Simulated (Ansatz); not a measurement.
**Se on Os(0001): change of the work function**

Aim: the work function of Os(0001) at several coverages of Se (hcp site), and the dipole that each adsorbate carries.

Method: plane-wave DFT, r2SCAN, Ansatz PAW, in Ansatz 0.2.0.

Most raw output is cut from this account.

## (1) The structure

The cell holds 4 atoms: 4 Os. Its edges and angles: a = 2.740 Å, b = 2.740 Å, c = 24.490 Å, α = 90.0°, β = 90.0°, γ = 60.0°. Vacuum lies along c.

## (2) The clean slab

The bare slab comes first, as the zero from which every change is counted. The two lowest layers are held at bulk places and the upper ones relax. The dipole correction removes the false field that a one-sided slab makes across the periodic vacuum, so each face gets a flat vacuum level of its own.

Input file input.yaml:

```yaml
crystal:
  lattice:
    - [2.74, 0.0, 0.0]
    - [1.37, 2.3729096064, 0.0]
    - [0.0, 0.0, 24.48969]
  atoms:
    - { symbol: Os, position: [0.6666666667, 0.6666666667, 0.3675015894] }
    - { symbol: Os, position: [0.0, 0.0, 0.4558338631] }
    - { symbol: Os, position: [0.6666666667, 0.6666666667, 0.5441661369] }
    - { symbol: Os, position: [0.0, 0.0, 0.6324984106] }
kpoints:
  mp_grid: { grid: [13, 13, 1] }
hamiltonian:
  xc: r2scan
scf:
  occupations: { method: fermi_dirac, width: 0.1 }
  convergence: { dr2_threshold: 1.0e-08 }
efield:
  axis: 3
  dipole_correction: true
  ramp_position: 0.97
  ramp_width: 0.06
relax:
  f_tol: 0.02
  max_steps: 60
  constraints: [{ sites: [0, 1] }]
output:
  write_potential: true
  write_density: true
  volumetric_format: npy
```

On the command line:

```
$ ansatz run input.yaml --threads 4 --pin off --max-ram 12288MiB --backend cpu --events-out ev --progress --plain --runs-dir out
```

The job ended after 31 s (4 threads of Arm Neoverse V1, shared host; peak memory 0.76 GiB; 2 min of CPU time).

Relaxation path:

```csv
step,energy less that of the first step (eV),largest force component (eV/Å)
1,0.0000,0.9967
2,0.0291,1.6064
3,-0.0422,0.1922
4,-0.0431,0.0108
```

Relaxation step 2 was tried and not accepted.

Forces are held to the 6 operations that the run works with; a distortion that breaks them can't arise in this run.

The atoms that moved most (Å):

| atom | dx | dy | dz | length |
| --- | --- | --- | --- | --- |
| Os4 | 0.000 | 0.000 | -0.089 | 0.089 |
| Os3 | 0.000 | 0.000 | -0.009 | 0.009 |

Final coordinates:

```xyz
4
Lattice="2.7400 0.0000 0.0000 1.3700 2.3729 0.0000 0.0000 0.0000 24.4897" Properties=species:S:1:pos:R:3
Os    2.7400    1.5819    9.0000
Os    0.0000    0.0000   11.1632
Os    2.7400    1.5819   13.3170
Os    0.0000    0.0000   15.4007
```

This step gave:

```
energy at zero smearing        : -45587.8529 eV
work function, upper face      : 5.392 eV
work function, lower face      : 5.435 eV
dipole along the normal        : 0.001548 e·Å
step between the vacuum levels : -0.04309 eV
```

Running mean over 2.16323 Å of the planar mean; the ramp of the sawtooth is left out. Electron's electrostatic potential energy less the Fermi level against z:

z (Å), electron's electrostatic potential energy less the Fermi level (eV) and a bar from the least value:
```
      3.0        5.4 ##############################
      3.5        5.4 ##############################
      4.0        5.4 ##############################
      4.5        5.4 ##############################
      5.0        5.4 ##############################
      5.5        5.4 ##############################
      6.0        5.3 ##############################
      6.5        5.1 #############################
      7.0        4.1 ############################
      7.5        0.8 #######################
      8.0       -4.9 ##############
      8.5      -10.0 ######
      9.0      -12.0 ##
      9.5      -12.4 ##
     10.0      -12.6 ##
     10.5      -12.7 #
     11.0      -12.8 #
     11.5      -12.9 #
     12.0      -13.0 #
     12.5      -13.0 #
     13.0      -13.0 #
     13.5      -13.1 #
     14.0      -13.5 
     14.5      -13.5 
     15.0      -12.9 #
     15.5      -12.0 ##
     16.0       -9.3 #######
     16.5       -3.8 ###############
     17.0        1.7 ########################
     17.5        4.4 ############################
     18.0        5.1 #############################
     18.5        5.3 ##############################
     19.0        5.4 ##############################
     19.5        5.4 ##############################
     20.0        5.4 ##############################
     20.5        5.4 ##############################
     21.0        5.4 ##############################
```

The relaxation took 4 steps and lowered the energy by 0.043 eV; the largest force on the free atoms ends at 0.011 eV/Å.

The work function of the upper face is 5.39 eV.

## (3) Adsorbate added, k-mesh 7×7×1, coverage 0.25 ML

System of this step: Se/Os(0001). The cell holds 17 atoms: 16 Os and 1 Se. Its edges and angles: a = 5.480 Å, b = 5.480 Å, c = 26.677 Å, α = 90.0°, β = 90.0°, γ = 60.0°. Vacuum lies along c.

The clean slab as it ended is repeated in the plane and the adsorbate is set on one face; the cell's size fixes the coverage, and the k-mesh shrinks with it to keep the sampling density about even. Adsorbate and upper layers relax, since the dipole depends on the height.

Input file input.yaml:

```yaml
crystal:
  lattice:
    - [5.48, 0.0, 0.0]
    - [2.74, 4.7458192128, 0.0]
    - [0.0, 0.0, 26.6769465449]
  atoms:
    - { symbol: Os, position: [0.3333333333, 0.3333333333, 0.3373699454] }
    - { symbol: Os, position: [0.0, 0.0, 0.4184598107] }
    - { symbol: Os, position: [0.3333333333, 0.3333333333, 0.499196727] }
    - { symbol: Os, position: [0.0, 0.0, 0.5773024477] }
    - { symbol: Os, position: [0.3333333333, 0.8333333333, 0.3373699454] }
    - { symbol: Os, position: [0.0, 0.5, 0.4184598107] }
    - { symbol: Os, position: [0.3333333333, 0.8333333333, 0.499196727] }
    - { symbol: Os, position: [0.0, 0.5, 0.5773024477] }
    - { symbol: Os, position: [0.8333333333, 0.3333333333, 0.3373699454] }
    - { symbol: Os, position: [0.5, 0.0, 0.4184598107] }
    - { symbol: Os, position: [0.8333333333, 0.3333333333, 0.499196727] }
    - { symbol: Os, position: [0.5, 0.0, 0.5773024477] }
    - { symbol: Os, position: [0.8333333333, 0.8333333333, 0.3373699454] }
    - { symbol: Os, position: [0.5, 0.5, 0.4184598107] }
    - { symbol: Os, position: [0.8333333333, 0.8333333333, 0.499196727] }
    - { symbol: Os, position: [0.5, 0.5, 0.5773024477] }
    - { symbol: Se, position: [0.3333333333, 0.3333333333, 0.6626300546] }
kpoints:
  mp_grid: { grid: [7, 7, 1] }
hamiltonian:
  xc: r2scan
scf:
  occupations: { method: fermi_dirac, width: 0.1 }
  convergence: { dr2_threshold: 1.0e-08 }
efield:
  axis: 3
  dipole_correction: true
  ramp_position: 0.97
  ramp_width: 0.06
relax:
  f_tol: 0.02
  max_steps: 60
  constraints: [{ sites: [0, 1, 4, 5, 8, 9, 12, 13] }]
output:
  bader: true
  dos: { projected: true, e_range: [-8, 4] }
  write_potential: true
  write_density: true
  volumetric_format: npy
  elf: true
```

The job ended after 8.3 min (4 threads; peak memory 4.5 GiB).

Relaxation path:

```csv
step,energy less that of the first step (eV),largest force component (eV/Å)
1,0.0000,3.0880
2,-0.5553,1.2048
3,-0.6079,0.7473
4,-0.6416,0.2179
5,-0.6490,0.0605
6,-0.6500,0.0814
7,-0.6510,0.0111
```

Forces are held to the 6 operations that the run works with; a distortion that breaks them can't arise in this run.

The atoms that moved most (Å):

```
atom      dx      dy      dz  length
Se17   0.000   0.000  -0.344   0.344
Os16   0.030   0.017   0.032   0.047
Os12   0.000  -0.034   0.032   0.047
 Os8  -0.030   0.017   0.032   0.047
 Os4   0.000   0.000  -0.045   0.045
 Os7   0.009  -0.005  -0.005   0.012
Os11   0.000   0.011  -0.005   0.012
Os15  -0.009  -0.005  -0.005   0.012
```

The relaxed structure:

```
Os Se
1.0
     5.48000    0.00000    0.00000
     2.74000    4.74582    0.00000
     0.00000    0.00000   26.67695
Os Se
16 1
Direct
  0.33333 0.33333 0.33737
  0.00000 0.00000 0.41846
  0.33333 0.33333 0.49904
  0.00000 0.00000 0.57560
  0.33333 0.83333 0.33737
  0.00000 0.50000 0.41846
  0.33558 0.83221 0.49899
  0.99278 0.50361 0.57849
  0.83333 0.33333 0.33737
  0.50000 0.00000 0.41846
  0.83221 0.33558 0.49899
  0.50361 0.99278 0.57849
  0.83333 0.83333 0.33737
  0.50000 0.50000 0.41846
  0.83221 0.83221 0.49899
  0.50361 0.50361 0.57849
  0.33333 0.33333 0.64972
```

This step gave:

| Property | Result |
| --- | --- |
| energy at zero smearing | -187832.2402 eV |
| work function, upper face | 4.790 eV |
| work function, lower face | 5.397 eV |
| dipole along the normal | 0.08729 e·Å |
| step between the vacuum levels | -0.6074 eV |

Running mean over 2.16323 Å of the planar mean; the ramp of the sawtooth is left out. Table of electron's electrostatic potential energy less the Fermi level by z:

```
z (Å)  electron's electrostatic potential energy less the Fermi level (eV)
    4                                                                 5.40
    5                                                                 5.39
    6                                                                 5.30
    7                                                                 4.08
    8                                                                -4.96
    9                                                                -12.1
   10                                                                -12.6
   11                                                                -12.9
   12                                                                -13.1
   13                                                                -13.0
   14                                                                -13.4
   15                                                                -13.0
   16                                                                -10.5
   17                                                                -1.00
   18                                                                 2.71
   19                                                                 4.30
   20                                                                 4.77
   21                                                                 4.79
   22                                                                 4.79
   23                                                                 4.79
```

The density of states has structure finer than the step of the table below, so its rows give means over 0.25 eV, whole bins alone (the curve runs from -8 to 1.98 eV). Peaks (eV: height): -3.310: 36.6, -2.710: 49.1, -2.620: 38.5, -2.350: 36.3, -1.950: 36.4, 1.230: 38.3, 1.380: 34.7.

Table of density of states by energy, zero at the Fermi level; means over each step:

energy (eV), density of states (states/eV a cell) and a bar from the least value:
```
    -7.75        9.2 
    -7.50       12.2 #####
    -7.25       11.9 #####
    -7.00       14.5 #########
    -6.75       13.9 ########
    -6.50       15.4 ###########
    -6.25       15.7 ###########
    -6.00       11.1 ###
    -5.75       12.3 #####
    -5.50       18.6 ################
    -5.25       16.8 #############
    -5.00       14.9 ##########
    -4.75       18.9 #################
    -4.50       13.4 #######
    -4.25       15.7 ###########
    -4.00       14.5 #########
    -3.75       16.8 #############
    -3.50       24.1 ##########################
    -3.25       19.8 ##################
    -3.00       19.9 ###################
    -2.75       26.5 ##############################
    -2.50       26.2 #############################
    -2.25       23.6 #########################
    -2.00       22.3 #######################
    -1.75       19.8 ##################
    -1.50       12.1 #####
    -1.25       11.7 ####
    -1.00       10.1 ##
    -0.75       16.1 ############
    -0.50       15.9 ############
    -0.25       10.8 ###
     0.00        9.7 #
     0.25       19.0 #################
     0.50       14.6 #########
     0.75       11.5 ####
     1.00       10.7 ###
     1.25       21.3 #####################
     1.50       26.1 #############################
     1.75       18.3 ################
```

Projected DOS per atom over height of the atomic layer and energy from the Fermi level. Layers: Os4 Os4 Os4 Os4 Se from below.

Values in states/eV, 22 rows by 5 columns, each cell a mean:
```
1.00 1.39 1.41 0.92 0.41
1.41 1.13 1.18 1.27 0.45
0.86 0.71 0.48 0.49 0.11
1.06 0.73 0.72 1.13 0.34
0.95 0.52 0.44 0.69 0.18
1.29 0.70 0.64 1.03 0.29
1.01 0.52 0.53 0.76 0.31
0.82 0.62 0.54 0.76 0.47
1.44 1.11 0.95 1.30 0.64
2.05 1.08 1.08 1.34 0.49
2.01 1.25 1.34 1.68 0.64
0.96 1.05 1.20 1.22 0.63
1.11 1.19 1.16 1.16 0.72
0.72 0.76 0.85 0.98 1.69
0.98 1.03 0.95 0.87 1.09
0.88 1.03 0.89 0.83 0.67
0.78 1.05 0.95 1.15 0.80
0.65 0.87 0.81 0.71 0.30
0.88 1.13 0.95 0.77 0.33
0.36 1.02 1.29 0.71 0.24
0.38 1.01 1.12 0.62 0.22
0.23 0.67 0.84 0.39 0.14
```
Columns: height of the atomic layer (Å) from 9 to 17.3 (not evenly spaced); rows upwards: energy from the Fermi level (eV) from -7.96 to 1.95.

Valence density in the ca plane at fractional y = 0.333, with atoms of Os and Se within 0.2 Å of it. It is the smooth field of the valence electrons, not physical close to the nuclei.

Ten steps, logarithmic in the rise over the least value, from '0' (0 e/Å³) to '9' (27 e/Å³), each cell a mean:
```
45542222222245542222211000000000000000000000
67763211112367763212110000000000000000000000
67763211112367763211110000000000000000000000
56653212222356652222211000000000000000000000
34432223322234432223321000000000000000000000
12221234432122221234321100000000000000000000
12221234432122221234321111100000000000000000
34432223322234432223222233210000000000000000
56653222222356652212222477421000000000000000
67763211112367763211112699621000000000000000
57763211112367753211122588521000000000000000
45542222222245542222222355310000000000000000
23321223322123321223322222110000000000000000
12211234432112211234421111000000000000000000
22221223322122222233321000000000000000000000
```
Columns run along c (16.0 Å, from fractional 0.31 to 0.91 of the cell), rows up along a (5.5 Å). Atoms in or near the plane, at fractional coordinates: Os at (0.34, 0.33), Os at (0.50, 0.33), Os at (0.34, 0.83), Os at (0.50, 0.83), Se at (0.65, 0.33).

ELF in the ca plane at fractional y = 0.333, with atoms of Os and Se within 0.2 Å of it. It is the smooth field of the valence electrons, not physical close to the nuclei.

Values, 8 rows by 16 columns, each cell a mean:
```
0.59 0.45 0.31 0.33 0.48 0.52 0.33 0.34 0.26 0.05 0.01 0.00 0.00 0.00 0.00 0.00
0.59 0.47 0.32 0.33 0.51 0.54 0.33 0.38 0.30 0.04 0.00 0.00 0.00 0.00 0.00 0.00
0.40 0.34 0.31 0.32 0.36 0.36 0.32 0.33 0.24 0.19 0.08 0.01 0.00 0.00 0.00 0.00
0.35 0.31 0.34 0.32 0.33 0.32 0.32 0.34 0.48 0.68 0.46 0.07 0.00 0.00 0.00 0.00
0.59 0.45 0.31 0.33 0.48 0.52 0.32 0.30 0.59 0.70 0.74 0.18 0.01 0.00 0.00 0.00
0.59 0.47 0.32 0.33 0.52 0.55 0.32 0.33 0.51 0.60 0.78 0.20 0.01 0.00 0.00 0.00
0.40 0.34 0.31 0.32 0.36 0.36 0.32 0.29 0.59 0.77 0.60 0.11 0.00 0.00 0.00 0.00
0.35 0.31 0.34 0.32 0.33 0.32 0.33 0.37 0.29 0.38 0.20 0.02 0.00 0.00 0.00 0.00
```
Columns run along c (16.0 Å, from fractional 0.31 to 0.91 of the cell), rows up along a (5.5 Å). Atoms in or near the plane, at fractional coordinates: Os at (0.34, 0.33), Os at (0.50, 0.33), Os at (0.34, 0.83), Os at (0.50, 0.83), Se at (0.65, 0.33).

Electrostatic potential energy in the ca plane at fractional y = 0.333, with atoms of Os and Se within 0.2 Å of it. With pseudopotentials it is smooth inside the atoms' cores, unlike the true potential.

Values in eV, 8 rows by 16 columns, each cell a mean:
```
-38 -18   1   2 -27 -33   1   2   9  10  10  10  10  10  10  10
-46 -24   4   3 -34 -40   2   5   9  10  10  10  10  10  10  10
-13  -3  -7  -4  -7 -11  -2  -9   7  10  10  10  10  10  10  10
 -1   2 -13  -9   1  -1  -4 -14   3   4   9  10  10  10  10  10
-38 -18   1   2 -27 -33   2   1  -9 -10   7  10  10  10  10  10
-46 -24   4   4 -34 -40   2   4  -9  -8   6  10  10  10  10  10
-13  -3  -7  -4  -7 -11  -1  -8  -3  -4   9  10  10  10  10  10
 -1   2 -13  -9   1  -1  -5 -15   6   9  10  10  10  10  10  10
```
Columns run along c (16.0 Å, from fractional 0.31 to 0.91 of the cell; values clipped at the 3rd and 97th percentile), rows up along a (5.5 Å). Atoms in or near the plane, at fractional coordinates: Os at (0.34, 0.33), Os at (0.50, 0.33), Os at (0.34, 0.83), Os at (0.50, 0.83), Se at (0.65, 0.33).

The relaxation took 7 steps and lowered the energy by 0.65 eV; the largest force on the free atoms ends at 0.011 eV/Å.

By hand: a sheet of dipoles makes a step −p/(ε₀A) in the electron's potential. With e/ε₀ = 180.95 V·Å, p = 0.08729 e·Å and A = 26.01 Å², that is −180.95 × (0.08729) / 26.01 = -0.607 eV, and the two vacuum levels of the run differ by -0.607 eV.

The covered face has 4.79 eV, -0.60 eV against the clean one; the bare back face has moved by -0.04 eV, a measure of how thin the slab is.

## (4) The covered slab, k-mesh 7×7×1, coverage 0.5 ML

System of this step: Se/Os(0001). The cell holds 18 atoms: 16 Os and 2 Se. Cell: a = 5.480 Å, b = 5.480 Å, c = 26.677 Å, α = 90.0°, β = 90.0°, γ = 60.0°. Vacuum lies along c.

Another coverage, to see how the dipoles act on each other as their distance changes.

input.yaml, as its differences from that of step 3:

```diff
@@ -23,2 +23,3 @@
     - { symbol: Se, position: [0.3333333333, 0.3333333333, 0.6626300546] }
+    - { symbol: Se, position: [0.8333333333, 0.3333333333, 0.6626300546] }
 kpoints:
@@ -45,2 +46 @@
   volumetric_format: npy
-  elf: true
```

Wall time 15 min (4 threads); peak memory 5.9 GiB.

Relaxation path:

```csv
step,energy less that of the first step (eV),largest force component (eV/Å)
1,0.0000,1.7473
2,-0.6697,0.5939
3,-0.7420,0.2907
4,-0.7791,0.1434
5,-0.7818,0.0297
6,-0.7819,0.0171
```

Forces are held to the 4 operations that the run works with; a distortion that breaks them can't arise in this run.

The atoms that moved most (Å):

```
atom     dx      dy      dz  length
Se18  0.000  -0.075  -0.298   0.308
Se17  0.000  -0.075  -0.298   0.308
 Os8  0.000   0.035   0.071   0.079
Os16  0.000   0.035   0.071   0.079
Os12  0.000   0.020  -0.009   0.022
 Os4  0.000   0.020  -0.009   0.022
 Os3  0.000   0.005  -0.014   0.015
Os11  0.000   0.005  -0.014   0.015
```

The relaxed structure:

```xyz
18
Lattice="5.4800 0.0000 0.0000 2.7400 4.7458 0.0000 0.0000 0.0000 26.6769" Properties=species:S:1:pos:R:3
Os    2.7400    1.5819    9.0000
Os    0.0000    0.0000   11.1632
Os    2.7400    1.5871   13.3026
Os    0.0000    0.0199   15.3912
Os    4.1100    3.9548    9.0000
Os    1.3700    2.3729   11.1632
Os    4.1100    3.9452   13.3132
Os    1.3700    2.4079   15.4718
Os    5.4800    1.5819    9.0000
Os    2.7400    0.0000   11.1632
Os    5.4800    1.5871   13.3026
Os    2.7400    0.0199   15.3912
Os    6.8500    3.9548    9.0000
Os    4.1100    2.3729   11.1632
Os    6.8500    3.9452   13.3132
Os    4.1100    2.4079   15.4718
Se    2.7400    1.5067   17.3786
Se    5.4800    1.5067   17.3786
```

This step gave:

```yaml
energy_at_zero_smearing: -193311.1652 eV
work_function_upper_face: 4.289 eV
work_function_lower_face: 5.378 eV
dipole_along_the_normal: 0.1565 e·Å
step_between_the_vacuum_levels: -1.089 eV
```

The density of states has structure finer than the step of the table below, so its rows give means over 0.5 eV, whole bins alone (the curve runs from -8 to 1.98 eV). Peaks (eV: height): -5.32: 34.5, -4.81: 32.4, -2.89: 30.4, -2.65: 40.0, -2.38: 29.8, -1.65: 31.7, -0.57: 29.4.

The density of states by energy, zero at the Fermi level; means over each step:

energy (eV), density of states (states/eV a cell) and a bar from the least value:
```
     -7.5       11.9 
     -7.0       13.9 ####
     -6.5       15.5 #######
     -6.0       14.4 #####
     -5.5       17.6 ###########
     -5.0       18.9 ##############
     -4.5       15.7 #######
     -4.0       14.2 #####
     -3.5       22.0 ####################
     -3.0       19.9 ################
     -2.5       27.1 ##############################
     -2.0       19.1 ##############
     -1.5       15.3 #######
     -1.0       12.6 #
     -0.5       13.2 ###
      0.0       13.9 ####
      0.5       11.9 
      1.0       14.4 #####
      1.5       22.6 #####################
```

Projected DOS per atom over height of the atomic layer and energy from the Fermi level. Layers: Os4 Os4 Os4 Os4 Se2 from below.

Values in states/eV, 22 rows by 5 columns, each cell a mean:
```
0.93 1.37 1.34 0.90 0.44
1.38 1.05 1.21 1.21 0.42
0.94 0.75 0.60 0.65 0.32
0.98 0.67 0.49 0.75 0.22
1.04 0.61 0.51 0.78 0.38
1.16 0.62 0.56 0.90 0.23
1.01 0.49 0.55 0.66 0.25
0.91 0.71 0.64 0.81 0.42
1.33 0.97 0.88 1.22 0.44
2.15 1.15 1.14 1.25 0.39
1.96 1.28 1.35 1.38 0.45
1.03 1.14 1.34 1.23 0.65
1.07 1.04 1.17 1.14 0.53
0.70 0.88 0.85 0.98 0.86
0.88 0.93 0.80 0.68 0.60
1.08 1.08 1.11 0.91 0.86
0.68 0.99 0.88 1.22 0.87
0.63 0.87 0.83 0.96 0.67
0.84 1.19 0.85 0.66 0.47
0.42 1.07 1.24 0.74 0.45
0.37 0.98 1.06 0.66 0.37
0.23 0.61 0.76 0.50 0.43
```
Columns: height of the atomic layer (Å) from 9 to 17.4 (not evenly spaced); rows upwards: energy from the Fermi level (eV) from -7.96 to 1.95.

The relaxation took 6 steps and lowered the energy by 0.78 eV; the largest force on the free atoms ends at 0.017 eV/Å.

The covered face has 4.29 eV, -1.10 eV against the clean one; the bare back face has moved by -0.06 eV, a measure of how thin the slab is.

(Part 1 of 2 ends here.)

[Logs are printed without paths, hosts, clocks, repeated set-up lines and the standing remarks that a program may print on its own settings, such as how far it seeks lower states.]

[Hosts, paths, dates, database ids (printed as entryN), source tags and the programs' standing remarks are cut or masked in the printed files.]

[Maps of the electrostatic potential energy from Ansatz leave out the sawtooth potential of an applied field or a dipole correction, so their vacuum need not be flat; planar profiles and work functions include it.]

[The density of states shown here was stored with 400 of the rows of the run's finer table, so its peaks can read low, often by over a quarter, or be missed, and its means over a window can be off by a tenth or more.]
